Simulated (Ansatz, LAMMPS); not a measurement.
# Localised basis functions on aqueous Mg2+ and triflate, 4.5 mol of salt per kg of water at 280 K (162 atoms)

Aim: test how closely localised support functions follow the reference on aqueous Mg2+ and triflate, 4.5 mol of salt per kg of water at 280 K (162 atoms), and at what cost. A setting counts as converged where the r.m.s. difference of forces stays under 1 % of the r.m.s. force.

Program: Ansatz 0.2.0. Level of theory: Kohn-Sham DFT, PBEsol, PAW (set soft_2), plane waves. Values are calculated unless marked as measured.

## Step 1: Set-up

The cell holds 162 atoms: 55 O, 6 S, 6 C, 18 F, 74 H and 3 Mg. Its edges and angles: a = 12.080 Å, b = 12.080 Å, c = 12.080 Å, α = 90.0°, β = 90.0°, γ = 90.0°. 37 H2O, 3 Mg2+, 6 triflate placed at random, at 1.54 g/cm³; overlaps pushed apart, then 10 ps at 420 K with divalent ions of Li, Roberts, Chakravorty and Merz (J. Chem. Theory Comput. 9, 2733 (2013)); MMFF94 bonds, angles, torsions, charges and radii (Halgren, J. Comput. Chem. 17, 490 (1996)) in harmonic and 12-6 forms; SPC/E water (Berendsen, Grigera and Straatsma, J. Phys. Chem. 91, 6269 (1987)). Snapshot after 20 ps at 280 K and fixed volume.

Limits known from the start: The network of contacts between molecules at the start is that of the classical potential that made the cell, and needn't be the one that DFT or experiment would give. The concentration wasn't checked against solubility and may exceed it. The functional has no dispersion term, which matters for the binding between molecules or layers. The density was typed from a rule of thumb and may lie off the real one at this temperature. The Brillouin zone is sampled at Γ only, in a cell whose shortest periodic width is 12 Å.

## Step 2: The classical run that made the cell

A classical potential makes the cell, at a small fraction of what the same run would cost in DFT.

This step: classical MD, divalent ions of Li, Roberts, Chakravorty and Merz (J. Chem. Theory Comput. 9, 2733 (2013)); MMFF94 bonds, angles, torsions, charges and radii (Halgren, J. Comput. Chem. 17, 490 (1996)) in harmonic and 12-6 forms; SPC/E water (Berendsen, Grigera and Straatsma, J. Phys. Chem. 91, 6269 (1987)) (LAMMPS 22 Jul 2025 - Update 4).

in.lmp

```
# aqueous Mg2+ and triflate, 4.5 mol of salt per kg of water
units real
atom_style full
boundary p p p
bond_style harmonic
angle_style harmonic
dihedral_style opls
improper_style harmonic
special_bonds lj 0 0 0.5 coul 0 0 0.75
read_data data.lmp
neigh_modify delay 0 every 1 check yes one 4000
comm_modify cutoff 12.0
timestep 0.5
thermo_style custom step time temp pe press density
thermo_modify norm yes
# push overlapping molecules apart
pair_style soft 2.6
pair_coeff * * 0.0
variable a equal ramp(1,60)
fix ad all adapt 1 pair soft a * * v_a
velocity all create 420 354971 mom yes dist gaussian
fix lim all nve/limit 0.03
fix lan all langevin 420 420 50 354972 zero yes
thermo 1000
run 3000 post no
unfix ad
pair_style lj/cut/coul/long 9.0
pair_modify mix arithmetic tail yes
pair_coeff 1 1 0.0763 3.0960   # O
pair_coeff 2 2 0.2681 3.4180   # S
pair_coeff 3 3 0.0678 3.3680   # C
pair_coeff 4 4 0.0801 2.5590   # F
pair_coeff 5 5 0.1553 3.1660   # O
pair_coeff 6 6 0.0000 1.0000   # H
# [... 20 lines left out ...]
compute msd all msd com yes
thermo 5000
fix md all nvt temp 280 280 100
run 20000 post no
print "== T280: mean square displacement over the hold $(c_msd[4]:%.2f) A^2"
unfix md
uncompute msd
write_dump all custom T280.dump id type xs ys zs modify sort id
```

On the command line:

```console
> lmp -in in.lmp -log none -nocite
```

Log:

```text
LAMMPS (22 Jul 2025 - Update 4)
Reading data file ...
  orthogonal box = (0 0 0) to (12.0802 12.0802 12.0802)
  162 atoms
  orthogonal box = (0 0 0) to (12.0802 12.0802 12.0802)
  116 bonds
  109 angles
  54 dihedrals
WARNING: Bond/angle/dihedral extent > half of periodic box length
   Step          Time           Temp          PotEng         Press         Density
         0   0              420            0.60134458    -11752.956      1.5390001
      1000   500            410.81208      1.2585189      6797.83        1.5390001
      2000   1000           439.09335      1.087184       31720.876      1.5390001
[... 44 lines left out ...]
Loop time of 2.64574 s on 1 MPI rank(s) for 5000 steps with 162 atoms
WARNING: Bond/angle/dihedral extent > half of periodic box length
   Step          Time           Temp          PotEng         Press         Density
[... 2 lines left out ...]
     25000   24000          297.71778     -6.9582782     -5932.9997      1.5390001
     30000   29000          281.43311     -6.9696852     -598.07852      1.5390001
     35000   34000          267.47748     -6.8098501     -3027.2117      1.5390001
     37000   36000          298.61151     -6.8364846     -7562.6513      1.5390001
WARNING: Bond/angle/dihedral extent > half of periodic box length
Loop time of 10.3195 s on 1 MPI rank(s) for 20000 steps with 162 atoms
== T280: mean square displacement over the hold 3.67 A^2
```

The job ended after 20 s (1 thread of Arm Neoverse V2, shared host; peak memory 0.13 GiB).

The input also reads data.lmp (atoms, bonds and types; not printed here).

## Step 3: Plane-wave single point

The first run fixes the reference, at a cutoff of 420 eV.

input.yaml

```yaml
crystal:
  lattice:
    - [12.0802, 0.0, 0.0]
    - [0.0, 12.0802, 0.0]
    - [0.0, 0.0, 12.0802]
  atoms:
    - { symbol: O, position: [0.13998, 0.42982, 0.66085] }
    - { symbol: S, position: [0.18098, 0.51213, 0.74437] }
    - { symbol: O, position: [0.19911, 0.6182, 0.68668] }
    - { symbol: O, position: [0.28679, 0.4808, 0.79549] }
    - { symbol: C, position: [0.07723, 0.53146, 0.85692] }
    - { symbol: F, position: [0.02333, 0.43262, 0.88448] }
    - { symbol: F, position: [0.11448, 0.56687, 0.96084] }
    - { symbol: F, position: [0.9979, 0.60363, 0.83038] }
    - { symbol: O, position: [0.99471, 0.25424, 0.06611] }
    - { symbol: S, position: [0.06843, 0.16376, 0.03001] }
    - { symbol: O, position: [0.1548, 0.14347, 0.11104] }
    - { symbol: O, position: [0.10972, 0.18332, 0.9201] }
    - { symbol: C, position: [0.97545, 0.03335, 0.02739] }
    - { symbol: F, position: [0.99749, 0.95839, 0.1099] }
    - { symbol: F, position: [0.8648, 0.05644, 0.03286] }
    - { symbol: F, position: [0.98035, 0.97739, 0.93156] }
    - { symbol: O, position: [0.75183, 0.25115, 0.66353] }
    - { symbol: S, position: [0.83058, 0.32515, 0.72938] }
    - { symbol: O, position: [0.93894, 0.33432, 0.67807] }
    - { symbol: O, position: [0.84184, 0.28138, 0.84196] }
    - { symbol: C, position: [0.77028, 0.466, 0.7294] }
    - { symbol: F, position: [0.70482, 0.4824, 0.64178] }
    - { symbol: F, position: [0.69775, 0.4901, 0.81635] }
    - { symbol: F, position: [0.84772, 0.54559, 0.72254] }
    - { symbol: O, position: [0.81056, 0.50002, 0.2044] }
    - { symbol: S, position: [0.81886, 0.57641, 0.11159] }
    - { symbol: O, position: [0.72011, 0.59662, 0.04819] }
    - { symbol: O, position: [0.89292, 0.50619, 0.04867] }
    - { symbol: C, position: [0.8857, 0.71043, 0.15048] }
    - { symbol: F, position: [0.90727, 0.77598, 0.06156] }
    - { symbol: F, position: [0.83095, 0.77172, 0.22762] }
    - { symbol: F, position: [0.98555, 0.68479, 0.19479] }
    [... 124 atom lines left out ...]
    - { symbol: O, position: [0.18716, 0.14374, 0.31595] }
    - { symbol: H, position: [0.21754, 0.07091, 0.34095] }
    - { symbol: H, position: [0.16403, 0.13824, 0.23666] }
    - { symbol: Mg, position: [0.30423, 0.72604, 0.64614] }
    - { symbol: Mg, position: [0.06264, 0.30823, 0.58868] }
    - { symbol: Mg, position: [0.89895, 0.36488, 0.12623] }
kpoints:
  mp_grid: { grid: [1, 1, 1] }
hamiltonian:
  xc: pbesol
scf:
  occupations: { method: gaussian, width: 0.025 }
output:
  forces: true
  stress: true
  populations: intrinsic
  dos:
    method: { smearing: { sigma: 0.1 } }
    de: 0.1
    projected: { site_lists: { C: [C], F: [F], H: [H], Mg: [Mg], O: [O] } }
  eigenvalues: true
  write_density: true
  write_potential: true
  volumetric_format: npy
```

On the command line:

```console
> ansatz run input.yaml --threads 8 --pin off --max-ram 15872MiB --backend cpu --events-out ev --progress --plain --runs-dir out
```

Log:

```text
Engine: ansatz 0.2.0, aarch64-unknown-linux-gnu
Pseudopotentials: kind: paw
Pseudopotential: O, paw, valence charge 6, recommended cutoff 420 eV (normal), O.paw.azcp
Pseudopotential: S, paw, valence charge 6, recommended cutoff 420 eV (normal), S.paw.azcp
Pseudopotential: C, paw, valence charge 4, recommended cutoff 420 eV (normal), C.paw.azcp
Pseudopotential: F, paw, valence charge 7, recommended cutoff 420 eV (normal), F.paw.azcp
Pseudopotential: H, paw, valence charge 1, recommended cutoff 420 eV (normal), H.paw.azcp
Pseudopotential: Mg, paw, valence charge 10, recommended cutoff 420 eV (normal), Mg.paw.azcp
[... 3 lines on functional and potentials left out ...]
Crystal: 162 atoms, lattice volume = 1762.878 Å³
Basis set: ecut = 420 eV, 34457 PW (Γ), exchange–correlation on 162×162×162 points (8 copies of the dense FFT grid, shifted against one another)
Bands: 472, of which v1, the nominal top of the filled ones, is band 310 counted from 1 (309 counted from 0)
Symmetry: 1 space group operations
Space group: P1 (ITA 1), of the structure as read, at distance tolerance 1.2e-4 Å
k-points: 1
[... 18 lines on functional and potentials left out ...]
Initial density: superposition of atomic densities (neutral atoms: chi_scale 0, normalization atom), corrected by the library's trained network
Initial wavefunctions: pseudopotential atomic-orbital guess
Functional: x = pbesol(κ = 0.804, μ = 0.123457), c = pbesol(β = 0.046)
SCF iter   1: F=—  HF=-58940.091079 eV  |F-HF|=—  |Δ(HF+E_count)|=         —  Δρ=8.31e-3  dr2=1.09e0  ethr=1.77e-3  ⟨swp⟩=7.0  Hψ=2209  notcnv=0  defer=42
preconditioner: auto → Resta (q_TF=auto, 2.292 Å⁻¹)  ε∞=2.5  [insulator: Δε(μ)=4.390 eV  Ē_g=17.608 eV  σ=0.025 eV  W_gap=1.00  n_scr=364 (ndim 8)  ℏωp=21.4 eV  f_vac=0.279  D(μ)=0.00/eV (n_scr^D=0)  ε∞_Penn≈2.5]
SCF iter   2: F=—  HF=-58939.728548 eV  |F-HF|=—  |Δ(HF+E_count)|=   3.63e-1  Δρ=2.62e-3  dr2=1.62e-1  ethr=1.75e-4  ⟨swp⟩=3.0  Hψ=813  notcnv=0  defer=158
SCF iter   3: F=—  HF=-58939.695663 eV  |F-HF|=—  |Δ(HF+E_count)|=   3.29e-2  Δρ=1.38e-3  dr2=4.33e-2  ethr=2.61e-5  ⟨swp⟩=3.0  Hψ=617  notcnv=0  defer=158
SCF iter   4: F=—  HF=-58939.686008 eV  |F-HF|=—  |Δ(HF+E_count)|=   9.66e-3  Δρ=5.87e-4  dr2=7.55e-3  ethr=6.99e-6  ⟨swp⟩=2.0  Hψ=596  notcnv=0  defer=158
SCF iter   5: F=—  HF=-58939.684868 eV  |F-HF|=—  |Δ(HF+E_count)|=   1.14e-3  Δρ=3.04e-4  dr2=1.51e-3  ethr=1.22e-6  ⟨swp⟩=2.0  Hψ=822  notcnv=0  defer=158
SCF iter   6: F=—  HF=-58939.684735 eV  |F-HF|=—  |Δ(HF+E_count)|=   1.33e-4  Δρ=1.02e-4  dr2=1.75e-4  ethr=2.43e-7  ⟨swp⟩=2.0  Hψ=592  notcnv=0  defer=158
SCF iter   7: F=—  HF=-58939.684863 eV  |F-HF|=—  |Δ(HF+E_count)|=   1.28e-4  Δρ=4.42e-5  dr2=3.22e-5  ethr=2.82e-8  ⟨swp⟩=2.0  Hψ=592  notcnv=0  defer=158
SCF iter   8: F=—  HF=-58939.688694 eV  |F-HF|=—  |Δ(HF+E_count)|=   3.83e-3  Δρ=1.49e-5  dr2=3.50e-6  ethr=5.19e-9  ⟨swp⟩=2.0  Hψ=596  notcnv=0  defer=158
SCF iter   9: F=—  HF=-58939.688697 eV  |F-HF|=—  |Δ(HF+E_count)|=   3.20e-6  Δρ=6.33e-6  dr2=6.31e-7  ethr=5.64e-10  ⟨swp⟩=2.0  Hψ=607  notcnv=0  defer=158
SCF iter  10: F=—  HF=-58939.688697 eV  |F-HF|=—  |Δ(HF+E_count)|=   2.60e-7  Δρ=3.11e-6  dr2=1.60e-7  ethr=1.02e-10  ⟨swp⟩=2.0  Hψ=611  notcnv=0  defer=158
SCF iter  11: F=-58939.688697 eV  HF=-58939.688697 eV  |F-HF|=6.02e-9  |Δ(HF+E_count)|=   3.77e-8  Δρ=7.33e-7  dr2=1.18e-8  ethr=1.61e-11  ⟨swp⟩=18.0  Hψ=4054  notcnv=0
SCF 1 converged in 11 iterations: F = -58939.688697 eV  dr2 = 1.18e-8
  greatest PAW one-centre occupation: 1.000 electrons in one spin orbital (limit 2), on the Mg atom at site 161 (counted from 0), in its partial waves of l = 0
WARN: The input density's exchange-correlation potential varies sharply where the density is thin. Do not read a vacuum level from v_tot or v_xc, or from such a field of the output density. On a cell that repeats whose density bears no net charge and no dipole along the vacuum's axis use v_es (v_loc + v_h of the components); [...]
SCF converged after 11 iterations
Free energy (F): -58939.688697 eV
Harris-Foulkes:  -58939.688697 eV  (|F-HF|=6.02e-9)
Internal energy: -58939.688697 eV  (E = F + TS)
E sigma→0 (E₀):  -58939.688697 eV
Fermi energy:    1.836390 eV
--- Per-component energies (eV) ---
  E_band       = -6604.427333
  E_kinetic    = 15772.515200
  E_local      = -64404.582150  (includes V_loc(G=0)·N_el)
  E_nonlocal   = 4713.223503
  E_hartree    = 24709.629123
  E_xc         = -6966.477647
  E_vxc        = -8730.232948  (∫ρ·V_xc dr)
  E_paw        = -16848.014036  (= ΣΔE_a)
  E_vpaw       = -3374.700290  (= ΣTr[D̂ρ^β])
  E_aug_tail   = 0.089323  (compensation charges beyond the density's cutoff)
  E_ewald      = -15919.451701
  E_core_change = 3.379688  (= ΣΔE_core)
  E_smearing   = -0.000000  (= −TS)
  E_closure    = 0.000000  (closes the sum)
  Σ components = -58939.688697   (vs F -58939.688697, Δ=0.00e0)
--- Forces (eV/Å), atoms counted from 1 ---
  atom   1  O      0.99842758     2.32251299     3.09994746
  atom   2  S      1.32350838    -0.84541987    -3.64534204
  atom   3  O     -1.91974805    -1.22562152     1.43863661
  atom   4  O     -0.75855664     0.31598444     0.52461703
  atom   5  C     -2.91346300    -0.13995305     4.02794058
  atom   6  F      1.53048346     1.11560342    -1.45856242
  atom   7  F      0.71635101    -0.63911632    -2.34254104
  atom   8  F      1.29849897    -0.32835611    -0.52769348
  atom   9  O      0.91991854    -1.86813631    -0.63003563
  atom  10  S     -1.86704714     1.73348134     0.35238797
  atom  11  O      0.37986985    -0.83028494    -0.18417117
  atom  12  O      0.19998842    -0.75778861    -0.64158577
  atom  13  C     -2.40240382    -1.61706350     0.06445343
  atom  14  F      0.58563797     1.40592940    -1.00718296
[...]
atom 161  Mg     0.61843244    -0.47869623    -2.11542076
  atom 162  Mg    -0.76684033     0.21486831     1.27210445
  max |Σ_I F_I| component: 3.18e-5 eV/Å
--- Stress (GPa, compression-positive) ---
       -0.965778       0.111065      -0.013757
        0.111066      -1.846938      -0.425642
       -0.013757      -0.425642      -0.455750
  P = ⅓ Tr σ = -1.0895 GPa (-10.895 kbar)
--- Band table (eV) ---
  k-point 0: bands = ["-72.7071", "-72.3119", "-72.2362", "-39.6833", [... 456 levels ...], "11.8594", "11.8976", "11.9213", "11.9280", "11.9918", "12.0204", "12.0916", "12.1024", "12.1316", "12.1498", "12.1899", "12.2135"]
--- intrinsic populations: 162 sites ---
  site symbol       q [e]
     0      O      6.9077
     1      S      3.8071
     2      O      6.9609
[...]
161     Mg      8.3827
  spilling = 0.000000 (of n_electrons = 620.000000)
```

Run time: 20 s. Hardware: 8 threads of Arm Neoverse V2, shared host; peak memory 2.6 GiB.

The program notes that the exchange-correlation potential is rough where the density is thin.

Numbers from this run:

```yaml
free_energy: -58939.6887 eV
free_energy_per_atom: -363.8252 eV/atom
scf_cycles: 11
pressure: -1.089 GPa
r_m_s_force_component: 0.9204 eV/Å
longest_force: 4.973 eV/Å
fermi_energy: 1.836 eV
spacing_of_highest_filled_and_lowest_empty_level: 4.174 eV
```

Neighbours are counted within 1.21 Å (H-O), 1.93 Å (O-S), 2.58 Å (O-Mg), 1.62 Å (F-C), 2.21 Å (C-S).

Length of the force by element and coordination:

| element | coordination | atoms | mean length of the force (eV/Å) | spread | least | most |
| --- | --- | --- | --- | --- | --- | --- |
| C | all | 6 | 3.48 | 0.965 | 1.92 | 4.97 |
| F | all | 18 | 1.90 | 0.655 | 0.797 | 3.07 |
| H | all | 74 | 0.896 | 0.341 | 0.0933 | 1.54 |
| Mg | all | 3 | 1.94 | 0.319 | 1.50 | 2.26 |
| O | all | 55 | 1.09 | 0.979 | 0.215 | 4.97 |
| O | 1 | 11 | 1.26 | 0.679 | 0.353 | 3.16 |
| O | 2 | 33 | 1.13 | 1.17 | 0.215 | 4.97 |
| O | 3 | 11 | 0.809 | 0.298 | 0.394 | 1.25 |
| S | all | 6 | 3.05 | 1.05 | 1.60 | 4.38 |

Intrinsic-atomic-orbital charges by element and coordination:

```csv
element,coordination,atoms,mean charge (e),spread,least,most
C,all,6,0.574,0.0061,0.562,0.580
F,all,18,-0.246,0.0122,-0.271,-0.213
H,all,74,0.381,0.0131,0.359,0.424
Mg,all,3,1.61,0.0029,1.61,1.62
O,all,55,-0.825,0.0647,-1.00,-0.719
O,1,11,-0.844,0.012,-0.869,-0.817
O,2,33,-0.810,0.0787,-1.00,-0.719
O,3,11,-0.850,0.0241,-0.893,-0.806
S,all,6,2.22,0.0165,2.19,2.23
```

Density of states as counts of states in windows of 1 eV (from the Fermi level), total and the larger projections:

| from (eV) | to (eV) | total | O p | F p | H s |
| --- | --- | --- | --- | --- | --- |
| -14 | -13 | 4.8 | 0.6 | 1.7 | 0.1 |
| -13 | -12 | 7.2 | 0.9 | 2.7 | 0.1 |
| -12 | -11 | 26.5 | 3.3 | 13.8 | 0.7 |
| -11 | -10 | 24.6 | 11.3 | 4.7 | 3.0 |
| -10 | -9 | 40.4 | 26.8 | 1.0 | 9.3 |
| -9 | -8 | 49.5 | 26.6 | 10.6 | 7.6 |
| -8 | -7 | 39.6 | 11.1 | 24.0 | 1.2 |
| -7 | -6 | 59.6 | 28.7 | 25.2 | 1.9 |
| -6 | -5 | 55.0 | 41.3 | 7.1 | 1.7 |
| -5 | -4 | 49.5 | 43.5 | 1.5 | 0.8 |
| -4 | -3 | 55.6 | 54.0 | 0.2 | 0.2 |
| -3 | -2 | 25.5 | 25.1 | 0.0 | 0.1 |
| -2 | -1 | 0.2 | 0.2 | 0.0 | 0.0 |
| -1 | 1 | 0.0 | 0.0 | 0.0 | 0.0 |
| 1 | 2 | 0.3 | 0.0 | 0.0 | 0.0 |
| 2 | 3 | 24.8 | 3.7 | 2.5 | 2.3 |
| 3 | 4 | 21.6 | 2.9 | 1.5 | 4.5 |
| 4 | 5 | 20.9 | 2.3 | 0.2 | 8.2 |

Between -26 and -14 eV lie 118 more states.

Not all projections were asked for or kept, so they needn't add up to the total.

The levels nearest the highest filled one (over half full), pooled over k-points and spins:

```
level less the highest filled one (eV)  occupation
                                -0.588           2
                                -0.527           2
                                -0.412           2
                                -0.368           2
                                -0.213           2
                                     0           2
                                  4.17           0
                                  4.26           0
                                  4.39           0
                                  4.48           0
                                  4.63           0
                                  4.74           0
```

Electrostatic potential energy in the ab plane at fractional z = 0.043, with atoms of S and C and F and O and H within 0.2 Å of it. With pseudopotentials it is smooth inside the atoms' cores, unlike the true potential.

Ten even steps from '0' (-40 eV) to '9' (7 eV), each cell a mean:
```
6899999999645899999998424999999865
8999999999999999999999888999999988
9999999999999999999999999999999999
9999999999999999999989999999998899
9999999999999999998413899999962159
9999988999999999998100699999950039
9999999999999999999732799999986689
9999999999999999999962699999888999
9999999999999999999988863378788999
9999999999999985589999820035578999
9999999999999982257899963366543599
9999999999999998757999999988600069
9999999999999999999999999999841379
9999999999999999998999999999988899
9999999877999999988899999999988889
9999999878999999865799877313788888
6899999999999999843699713001688886
0378899999999999988999888657999950
1123689999999999999999999999999972
3000278999999999999999999999999997
4000378999999999999999999999999987
6545789998899999999999999999523776
1688899998535899999999999998100210
1689999997101799999999646999634510
```
Columns run along a (12.1 Å; values clipped at the 3rd and 97th percentile), rows up along b (12.1 Å). Atoms in or near the plane, at fractional coordinates: S at (0.07, 0.16), C at (0.98, 0.03), F at (0.86, 0.06), O at (0.72, 0.60), O at (0.89, 0.51), O at (0.60, 0.77), H at (0.62, 0.69), O at (0.77, 0.32), H at (0.69, 0.31), H at (0.46, 0.57).

Valence density in the ab plane at fractional z = 0.043, with atoms of S and C and F and O and H within 0.2 Å of it. It is the smooth field of the valence electrons, not physical close to the nuclei.

Ten steps, logarithmic in the rise over the least value, from '0' (0 e/Å³) to '9' (11 e/Å³), each cell a mean:
```
4310000013565310000014676310122235
3210000001222100000002343100000123
1000000000000000000001110000000011
0000001110000000001333210000023321
0000011110000000013677520000258862
0000011100000000024788620000268973
0000000000011100012566421000135541
0000000000122211001244323221111110
0000000000123321110112357653221000
0011110000012223432212479864433210
0011210000000124554321357654466531
0001100000000013555310122223578852
0000000000000001233210000012467742
0000000000000000122100000011133320
0000000122100001233210012343211100
1100000122100002456421135787421112
5421000111100002467531246787521245
8642100000000001244321123565311358
7654321000000000011100001121100257
5544543100000000000000000000000124
4545543210000000000000000000222123
5544332112222100000000000003677434
5421110124565310000001232114798655
5320000024787520000013565312576555
```
Columns run along a (12.1 Å), rows up along b (12.1 Å). Atoms in or near the plane, at fractional coordinates: S at (0.07, 0.16), C at (0.98, 0.03), F at (0.86, 0.06), O at (0.72, 0.60), O at (0.89, 0.51), O at (0.60, 0.77), H at (0.62, 0.69), O at (0.77, 0.32), H at (0.69, 0.31), H at (0.46, 0.57).

Mean intrinsic-atomic-orbital charges: C +0.57, F -0.25, H +0.38, Mg +1.61, O -0.82, S +2.22 e.

(Continued in part 2 of 2.)

[Long decimals in the printed logs are rounded to 6 places.]

[Logs are printed without paths, hosts, clocks, repeated set-up lines and the standing remarks that a program may print on its own settings, such as how far it seeks lower states.]

[Hosts, paths, dates, database ids (printed as entryN), source tags and the programs' standing remarks are cut or masked in the printed files.]

[The MMFF94 radii named for the starting cell were scaled by 0.96; in molecules described by MMFF94, hydrogen bound to N, O or S took a small fixed 12-6 site in their place.]
